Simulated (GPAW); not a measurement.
# O K-edge XANES of Ag2PdO2 (Immm), part 2 of 2

What does one-electron theory with a core hole give for the O K edge of Ag2PdO2 (Immm)?

GPAW 26.7.0; X-ray absorption from dipole matrix elements to empty bands, plane-wave PAW LDA.

So far. Step 2 (Ground state of the crystal): The mesh shows no gap, so the system is treated as a metal and the core electron is put at the Fermi level (neutral cell).

## 4. Spectrum with XCH, O atom 4

The holes are 7.1 Å apart. In GPAW the data set carries the hole's charge, so charge=0 means a charged cell and charge=-1 a neutral one. The excited electron is kept in the cell, where it fills the lowest empty states and screens the hole. After the field has converged, empty bands are computed with the density fixed and the dipole matrix elements are summed.

The absorber has 2 Pd at 2.03 Å and 2 Ag at 2.28 Å (4-fold, site symmetry mm2).

Input file xas.py:

```python
import numpy as np
from ase import Atoms
from ase.parallel import parprint, paropen
from gpaw import GPAW, PW, FermiDirac, Mixer, MixerDif, setup_paths
from gpaw.test import gen
setup_paths.insert(0, '.')
gen('O', name='fch1s', xcname='LDA', corehole=(1, 0, 1), write_xml=True)
from gpaw.mpi import world
world.barrier()

atoms = Atoms('Ag10Pd5O10',
    cell=[[4.512045, -2.277615, -4.94885],
     [-4.512045, 2.277615, -4.94885],
     [6.01606, 4.55523, 0]],
    scaled_positions=[[0.35758, 0.35758, 0],
     [0.55758, 0.15758, 0.2],
     [0.75758, 0.95758, 0.4],
     [0.95758, 0.75758, 0.6],
     [0.15758, 0.55758, 0.8],
     [0.64242, 0.64242, 0],
     [0.84242, 0.44242, 0.2],
     [0.04242, 0.24242, 0.4],
     [0.24242, 0.04242, 0.6],
     [0.44242, 0.84242, 0.8],
     [0, 0, 0],
     [0.2, 0.8, 0.2],
     [0.4, 0.6, 0.4],
     [0.6, 0.4, 0.6],
     [0.8, 0.2, 0.8],
     [0.9627, 0.7627, 0.1],
     [0.1627, 0.5627, 0.3],
     [0.3627, 0.3627, 0.5],
     [0.5627, 0.1627, 0.7],
     [0.7627, 0.9627, 0.9],
     [0.4373, 0.8373, 0.3],
     [0.6373, 0.6373, 0.5],
     [0.8373, 0.4373, 0.7],
     [0.0373, 0.2373, 0.9],
     [0.2373, 0.0373, 0.1]],
    pbc=True)
atoms.calc = calc = GPAW(legacy_gpaw=True, mode=PW(500), xc='LDA', setups={15: 'fch1s'},
    kpts={'size': (3, 3, 3), 'gamma': True}, occupations=FermiDirac(0.1),
    charge=-1, mixer=Mixer(0.1, 5, 50), maxiter=150,
    convergence={'density': 0.0001}, txt='scf.txt')
energy = atoms.get_potential_energy() + calc.get_reference_energy()
ef = calc.get_fermi_level()
out = dict(energy=energy, fermi=ef, forces=atoms.get_forces().tolist())
parprint(f'all-electron energy {energy:.4f} eV, Fermi level {ef:.4f} eV')
ev = np.array([[calc.get_eigenvalues(k, s) for k in range(len(calc.get_ibz_k_points()))] for s in range(calc.get_number_of_spins())])
out['homo'], out['lumo'], out['counts'] = ev[ev < ef].max(), ev[ev > ef].min(), sorted(set((ev < ef).sum((0, 2)).tolist()))
out['filled'] = (ev[:, 0] < ef).sum(1).tolist()

from ase.units import Ha
from gpaw.xas import dipole_matrix_elements
nb = int(calc.get_number_of_electrons() / 2) + 229
top, nb = nb, nb + 8 + nb // 12
nscf = calc.fixed_density(kpts={'size': (3, 3, 3), 'gamma': True}, nbands=nb,
    convergence={'bands': top, 'eigenstates': 1e-5}, maxiter=60, txt='nscf.txt')
cell = atoms.cell.array
ops = [cell.T @ U.T @ np.linalg.inv(cell.T) for U in nscf.wfs.kd.symmetry.op_scc]
E = np.arange(-6, 34, 0.1)
fwhm = np.interp(E, [4, 25], [0.9, 3.5])
Y, X, zero, highest = 0, 0, 1e9, 1e9
for spin in range(nscf.get_number_of_spins()):
    wfs = nscf.wfs
    A = dipole_matrix_elements(wfs.setups[15])
    eps = np.zeros((wfs.kd.nibzkpts, nb))
    d = np.zeros((3, A.shape[1], wfs.kd.nibzkpts, nb), complex)
    for kpt in wfs.kpt_u:
        if kpt.s == spin and 15 in kpt.P_ani:
            eps[kpt.k] = kpt.eps_n * Ha
            d[:, :, kpt.k] = (kpt.weight * wfs.nspins / 2) ** 0.5 * np.inner(A, kpt.P_ani[15])
    world.sum(eps)
    world.sum(d)
    T = np.einsum('amkn,bmkn->abkn', d, d.conj()).real
    T = sum(np.einsum('ai,ijkn,bj->abkn', R, T, R) for R in ops) / len(ops)
    empty = eps > ef
    zero, highest = min(zero, eps[empty].min()), min(highest, eps[:, top - 1].min())
    lines = [(eps, T, empty)] if spin == 0 else lines + [(eps, T, empty)]
for eps, T, empty in lines:
    f = np.einsum('aakn->akn', T).reshape(3, -1)
    x = eps.ravel() - zero
    w = np.interp(x, E, fwhm) / 2.35482
    g = np.exp(-0.5 * ((E[:, None] - x) / w) ** 2) / (w * (2 * np.pi) ** 0.5)
    Y = Y + (f * empty.ravel()) @ g.T
    X = X + (f * ~empty.ravel()) @ g.T
out.update(E=E.round(2).tolist(), xas=Y.tolist(), xes=X.tolist(), zero=zero, valid=highest - zero, nk=len(eps), nb=nb)
for i in range(0, len(E), 10):
    parprint(f'{E[i]:7.2f}', *(f'{v:10.3e}' for v in Y[:, i]))
import json
with paropen('out.json', 'w') as f:
    json.dump(out, f)
```

Command:

```sh
OMP_NUM_THREADS=1 mpirun -n 4 gpaw python xas.py
```

Numbers of over 12 decimals in the logs are rounded to 6 here.

What it wrote:

```text
Input parameters:
  charge: -1
  convergence: {density: 0.0001}
  kpts: {gamma: True,
         size: (3, 3, 3)}
  maxiter: 150
  mixer: {backend: pulay,
          beta: 0.1,
          method: separate,
          nmaxold: 5,
          weight: 50}
  mode: {ecut: 500.0,
         name: pw}
  occupations: {fixmagmom: False,
                name: fermi-dirac,
                width: 0.1}
  setups: {15: fch1s}

Initialize ...

[... PAW data sets ...]

Reference energy: -2149864.126981  # eV

Spin-paired calculation

[... convergence settings ...]
Symmetries present (total): 1
  [... symmetry matrices ...]

27 k-points: 3 x 3 x 3 Monkhorst-Pack grid
14 k-points in the irreducible part of the Brillouin zone
       k-points in crystal coordinates                weights
   0:     0.00000000    0.00000000    0.00000000          1/27
   1:     0.00000000    0.00000000    0.33333333          2/27
   2:     0.00000000    0.33333333   -0.33333333          2/27
   3:     0.00000000    0.33333333    0.00000000          2/27
   4:     0.00000000    0.33333333    0.33333333          2/27
   5:     0.33333333   -0.33333333   -0.33333333          2/27
   6:     0.33333333   -0.33333333    0.00000000          2/27
   7:     0.33333333   -0.33333333    0.33333333          2/27
   8:     0.33333333    0.00000000   -0.33333333          2/27
   9:     0.33333333    0.00000000    0.00000000          2/27
          ...
  13:     0.33333333    0.33333333    0.33333333          2/27

Wave functions: Plane wave expansion
  Cutoff energy: 500.000 eV
  Number of coefficients (min, max): 8573, 8632
  Pulay-stress correction: 0.000000 eV/Ang^3 (de/decut=0.000000)
  Using FFTW library
  Wavefunction extrapolation:
    Improved wavefunction reuse through dual PAW basis

Occupation numbers: Fermi-Dirac:
  width: 0.1000  # eV

Eigensolver
   Davidson(niter=2)

Densities:
  Coarse grid: 40*40*40 grid
  Fine grid: 80*80*80 grid
  Total Charge: 0.000000

Density mixing:
  Method: separate
  Backend: pulay
  Linear mixing parameter: 0.1
  old densities: 5
  Width of damping distribution: 1.1
  Damping of long wavelength oscillations: 50

[... Hamiltonian set-up ...]
Number of atoms: 25
Number of atomic orbitals: 220
Number of bands in calculation: 191
Number of valence electrons: 311
Bands to converge: occupied

... initialized

Initializing position-dependent things.

Density initialized from atomic densities
Creating initial wave functions:
  191 bands from LCAO basis set

                         O
           Pd
                Ag     Ag
              O      Ag
            O      O       O
           Ag     Ag
        Pd      Pd   AgPd      Pd
            O      O       O

           Ag     Ag     O
                Ag     Ag
              O

Atomic positions and initial magnetic moments

Positions:
   0 Ag    -0.000000    0.000000   -3.539220    ( 0.0000,  0.0000,  0.0000)
   1 Ag     3.008030    0.000000   -3.539220    ( 0.0000,  0.0000,  0.0000)
   2 Ag     1.504015    2.277615   -8.488070    ( 0.0000,  0.0000,  0.0000)
   3 Ag     4.512045    2.277615   -8.488070    ( 0.0000,  0.0000,  0.0000)
   4 Ag     3.008030    4.555230   -3.539220    ( 0.0000,  0.0000,  0.0000)
   5 Ag     0.000000    0.000000   -6.358480    ( 0.0000,  0.0000,  0.0000)
   6 Ag     3.008030    0.000000   -6.358480    ( 0.0000,  0.0000,  0.0000)
[...]
22 O      6.016060    2.277615   -6.307804    ( 0.0000,  0.0000,  0.0000)
  23 O      4.512045    4.555230   -1.358954    ( 0.0000,  0.0000,  0.0000)
  24 O      1.504015   -0.000000   -1.358954    ( 0.0000,  0.0000,  0.0000)

Unit cell:
           periodic     x           y           z      points  spacing
  1. axis:    yes    4.512045   -2.277615   -4.948850    40     0.1673
  2. axis:    yes   -4.512045    2.277615   -4.948850    40     0.1673
  3. axis:    yes    6.016060    4.555230    0.000000    40     0.1694

  Lengths:   7.073698   7.073698   7.546065
  Angles:  108.310403  71.689597  91.208090

Effective grid spacing dv^(1/3) = 0.1743

iter:   1  -193.036455
iter:   2  -163.125946   -0.53  -1.16
iter:   3  -150.931122   -0.76  -1.36
iter:   4  -144.566499   -1.65  -1.50
iter:   5  -143.041288   -2.31  -1.65
iter:   6  -142.160701   -2.22  -1.72
iter:   7  -141.542389   -2.50  -1.87
iter:   8  -141.483782   -3.23  -2.36
iter:   9  -141.466049c  -3.64  -2.69
iter:  10  -141.460288c  -4.21  -2.90
iter:  11  -141.458381c  -4.63  -3.08
iter:  12  -141.457971c  -5.24  -3.31
iter:  13  -141.457676c  -5.34  -3.49
iter:  14  -141.457563c  -5.97  -3.78
iter:  15  -141.457535c  -6.31  -4.10c
iter:  16  -141.457538c  -6.69  -4.32c
iter:  17  -141.457539c  -7.24  -4.67c
iter:  18  -141.457539c  -7.46c -4.80c

Converged after 18 iterations.

Dipole moment: (0.094548, 0.011825, -0.309424) |e|*Ang

Energy contributions relative to reference atoms: (reference = -2149864.126981)

Kinetic:        +78.967552
Potential:     -107.781459
External:        +0.000000
XC:            -111.703064
Entropy (-ST):   -0.127244
Local:           -0.876947
SIC:             +0.000000
--------------------------
Free energy:   -141.521161
Extrapolated:  -141.457539

Showing only first 2 kpts
 Kpt  Band  Eigenvalues  Occupancy
  0   153      6.11186    1.99960
  0   154      6.12799    1.99953
  0   155      6.50667    1.97929
  0   156      7.31937    0.05493

  1   153      6.31523    1.99692
  1   154      6.51275    1.97801
  1   155      6.73389    1.81573
[...]
Fermi level: 6.96268

No gap
No difference between direct/indirect transitions

Forces in eV/Ang:
  0 Ag   -0.00537   -0.03647   -0.12514
  1 Ag    0.00537    0.03647   -0.12514
  2 Ag   -0.00456    0.79894   -0.06025
  3 Ag    0.00000   -0.00000   -0.11853
  4 Ag    0.00456   -0.79894   -0.06025
  5 Ag   -0.15125   -0.04140    0.34658
  6 Ag    0.15125    0.04140    0.34658
[...]
22 O     0.05860    0.03041   -0.16360
 23 O     0.22845    0.07119   -0.01235
 24 O     0.00000    0.00000    0.06223
Scalar-relativistic atomic LDA calculation for O (Oxygen, Z=8)
Core hole in 1s state (1s occupation: 1.0)
300 radial gridpoints.
|------------------------------------------------|
|------------------------------------------------|
[... the atom generator's iteration count ...]

Energy contributions:
-------------------------
Kinetic:      +54.046737
XC:            -5.876031
Potential:   -102.458324
-------------------------
Total:        -54.287618

state      eigenvalue         ekin         rmax
-----------------------------------------------
1s^1.0 :   -21.731873    30.611423        0.127
2s^2.0 :    -1.594915     4.066245        0.801
2p^4.0 :    -1.067100     3.825706        0.682
-----------------------------------------------
(units: Bohr and Hartree)

Generating PAW setup
Kinetic energy of the core from tauc = 30.636371
Cutoffs:
rc(s)=1.300
rc(p)=1.130
rc(d)=1.170
rc(vbar)=1.300
rc(comp)=1.260
rc(nct)=1.300

Kinetic energy of the core states: 30.611423
Charge: 1.0
Core electrons: 1.0
Valence electrons: 6.0
Pseudo-core charge: 0.000198
Shape function alpha=6.299
Pseudo-electron charge 5.280306
state    eigenvalue         norm
--------------------------------
2s(2) :    -1.594915     1.065643
*s    :    -0.594915
2p(4) :    -1.067100     0.787205
*p    :    -0.067100
*d    :     0.000000
--------------------------------

Diagonalizing with gridspacing h=0.050

state   all-electron     PAW
-------------------------------
2s:      -1.594915    -1.596334
2p:      -1.067100    -1.073375
*d:                   -0.060686
*f:                   -0.013559
-------------------------------
all-electron energy -2150005.5845 eV, Fermi level 6.9627 eV
[...]
31.00  5.127e-05  5.293e-05  4.096e-05
  32.00  5.499e-05  4.896e-05  4.280e-05
  33.00  5.884e-05  4.483e-05  4.625e-05
```

The job ended after 15 min (4 MPI ranks of Arm Neoverse V2, shared host; peak memory 1.1 GiB).

The O K spectrum, O atom 4, excited-electron core hole (neutral cell) (energy from the lowest empty level; intensity scaled to a mean of 1 over the first 20 eV; polarised curves are means over the symmetry-equivalent atoms):

| E (eV) | isotropic | ε ∥ x | ε ∥ y | ε ∥ z |
| --- | --- | --- | --- | --- |
| -2.0 | 0.00 | 0.00 | 0.00 | 0.00 |
| -1.5 | 0.00 | 0.00 | 0.00 | 0.00 |
| -1.0 | 0.00 | 0.00 | 0.00 | 0.01 |
| -0.5 | 0.11 | 0.12 | 0.05 | 0.16 |
| 0.0 | 0.91 | 0.98 | 0.37 | 1.36 |
| 0.5 | 2.37 | 2.96 | 1.09 | 3.07 |
| 1.0 | 2.53 | 3.43 | 2.07 | 2.10 |
| 1.5 | 1.94 | 2.09 | 2.54 | 1.19 |
| 2.0 | 1.06 | 0.84 | 1.28 | 1.06 |
| 2.5 | 0.72 | 0.55 | 0.65 | 0.97 |
| 3.0 | 0.79 | 0.60 | 0.81 | 0.96 |
| 3.5 | 0.92 | 0.77 | 1.06 | 0.94 |
| 4.0 | 0.97 | 0.82 | 1.15 | 0.93 |
| 4.5 | 0.94 | 0.70 | 1.12 | 0.98 |
| 5.0 | 0.91 | 0.57 | 1.16 | 1.01 |
| 5.5 | 0.94 | 0.55 | 1.19 | 1.09 |
| 6.0 | 1.16 | 0.85 | 1.32 | 1.29 |
| 6.5 | 1.35 | 1.30 | 1.32 | 1.43 |
| 7.0 | 1.43 | 1.83 | 1.11 | 1.35 |
| 7.5 | 1.36 | 2.09 | 0.89 | 1.09 |
| 8.0 | 1.10 | 1.79 | 0.74 | 0.77 |
| 8.5 | 0.88 | 1.33 | 0.69 | 0.61 |
| 9.0 | 0.75 | 1.01 | 0.68 | 0.57 |
| 9.5 | 0.69 | 0.82 | 0.69 | 0.56 |
| 10.0 | 0.73 | 0.80 | 0.75 | 0.63 |
| 10.5 | 0.84 | 0.92 | 0.85 | 0.76 |
| 11.0 | 0.94 | 1.04 | 0.90 | 0.89 |
| 11.5 | 0.97 | 1.09 | 0.87 | 0.94 |
| 12.0 | 0.96 | 1.11 | 0.83 | 0.95 |
| 12.5 | 0.97 | 1.12 | 0.83 | 0.96 |
| 13.0 | 1.00 | 1.12 | 0.87 | 1.00 |
| 13.5 | 1.03 | 1.10 | 0.92 | 1.06 |
| 14.0 | 1.05 | 1.08 | 0.97 | 1.10 |
| 14.5 | 1.05 | 1.06 | 0.97 | 1.11 |
| 15.0 | 1.00 | 1.01 | 0.92 | 1.07 |
| 15.5 | 0.91 | 0.91 | 0.83 | 0.98 |
| 16.0 | 0.79 | 0.77 | 0.71 | 0.88 |
| 16.5 | 0.68 | 0.62 | 0.62 | 0.79 |
| 17.0 | 0.60 | 0.51 | 0.56 | 0.73 |
| 17.5 | 0.55 | 0.43 | 0.53 | 0.71 |
| 18.0 | 0.53 | 0.38 | 0.50 | 0.71 |
| 18.5 | 0.53 | 0.36 | 0.49 | 0.75 |
| 19.0 | 0.55 | 0.37 | 0.49 | 0.79 |
| 19.5 | 0.59 | 0.39 | 0.53 | 0.85 |
| 20.0 | 0.63 | 0.43 | 0.58 | 0.89 |
| 20.5 | 0.68 | 0.48 | 0.65 | 0.91 |
| 21.0 | 0.72 | 0.53 | 0.73 | 0.92 |
| 21.5 | 0.77 | 0.58 | 0.82 | 0.90 |
| 22.0 | 0.82 | 0.64 | 0.93 | 0.88 |
| 22.5 | 0.87 | 0.71 | 1.04 | 0.85 |
| 23.0 | 0.93 | 0.80 | 1.13 | 0.84 |
| 23.5 | 0.99 | 0.91 | 1.21 | 0.84 |
| 24.0 | 1.05 | 1.03 | 1.26 | 0.85 |
| 24.5 | 1.10 | 1.14 | 1.28 | 0.88 |
| 25.0 | 1.14 | 1.23 | 1.28 | 0.91 |
| 25.5 | 1.15 | 1.28 | 1.25 | 0.93 |
| 26.0 | 1.13 | 1.27 | 1.20 | 0.93 |
| 26.5 | 1.09 | 1.21 | 1.14 | 0.91 |
| 27.0 | 1.02 | 1.12 | 1.08 | 0.88 |
| 27.5 | 0.96 | 1.02 | 1.02 | 0.83 |
| 28.0 | 0.90 | 0.93 | 0.99 | 0.79 |
| 28.5 | 0.86 | 0.87 | 0.97 | 0.75 |
| 29.0 | 0.84 | 0.83 | 0.96 | 0.72 |
| 29.5 | 0.82 | 0.82 | 0.95 | 0.70 |
| 30.0 | 0.81 | 0.82 | 0.93 | 0.68 |
| 30.5 | 0.81 | 0.83 | 0.91 | 0.68 |
| 31.0 | 0.81 | 0.85 | 0.88 | 0.68 |
| 31.5 | 0.81 | 0.88 | 0.85 | 0.69 |
| 32.0 | 0.81 | 0.92 | 0.82 | 0.71 |

Main maxima below 24 eV (height): 0.8 eV (2.64), 3.9 eV (0.97), 7.1 eV (1.43) and 14.2 eV (1.05). A K edge sees empty p states; the first features are O p mixed into the empty d states of the Pd neighbours, and the broad ones above probably into the cations' higher empty bands.

The total-energy difference is 533.85 eV. One term is added: -8.83 eV, since the hole is spin-paired here and a spin-polarised one costs that much less in the free atom (computed apart). The photon energy is then 525.02 eV. The functional leaves an error in such absolute values: in the free atom LDA prices this hole 4.1 eV below PBE (computed apart), and PBE is itself good to a few eV.

## 5. Outcome

- absorber and edge: O K, atom 4 of the ground-state input (counted from 1)
- surroundings: 2 Pd at 2.03 Å and 2 Ag at 2.28 Å (4-fold, site symmetry mm2)
- highest intensity below 16 eV: 0.8 eV above the zero, height 2.64
- photon energy of the zero, with the added terms: 525.0 eV (raw 533.8 eV; LDA puts this hole about 4 eV below PBE, itself good to a few eV)

The O K edge of atom 4, with 2 Pd at 2.03 Å and 2 Ag at 2.28 Å (4-fold, site symmetry mm2), has its highest intensity of the first 16 eV at 0.8 eV above the zero, near 526 eV in photon energy (LDA puts this hole about 4 eV below PBE, itself good to a few eV), 2.6 times the mean level of the first 20 eV (Gaussian full width 0.9 eV up to 4 eV, rising linearly to 3.5 eV at 25 eV). At the O K edge of atom 4 polarisation matters most near 0.7 eV, where the curves differ by 2.0 on this scale. 1 further run of this session is left out of this account as redundant. The unit cell's mesh shows no gap over 0.35 eV. That is right for a metallic compound; for a small-gap or correlated insulator it would be the fault of the functional or of the assumed magnetic order, and the hole would be screened too well. The mesh is coarse (0.31 Å⁻¹ between points), so small maxima may be mesh ripples. The structure is a published determination, not relaxed.

[Banner, clock and machine lines of the logs are left out without a mark of their own.]

[Logs are printed without paths, hosts, clocks, repeated set-up lines and the standing remarks that a program may print on its own settings, such as how far it seeks lower states.]

[Hosts, paths, dates, database ids (printed as entryN), source tags and the programs' standing remarks are cut or masked in the printed files.]

[Lists of maxima count a maximum above −3 eV only where it reaches 4 % of the highest in the window and stands out from its surroundings by 2 % of it (1.5 % where it reaches 55 %); shoulders and weaker maxima are passed over, and of the rest the first, up to two pre-edge ones and the few strongest are named.]
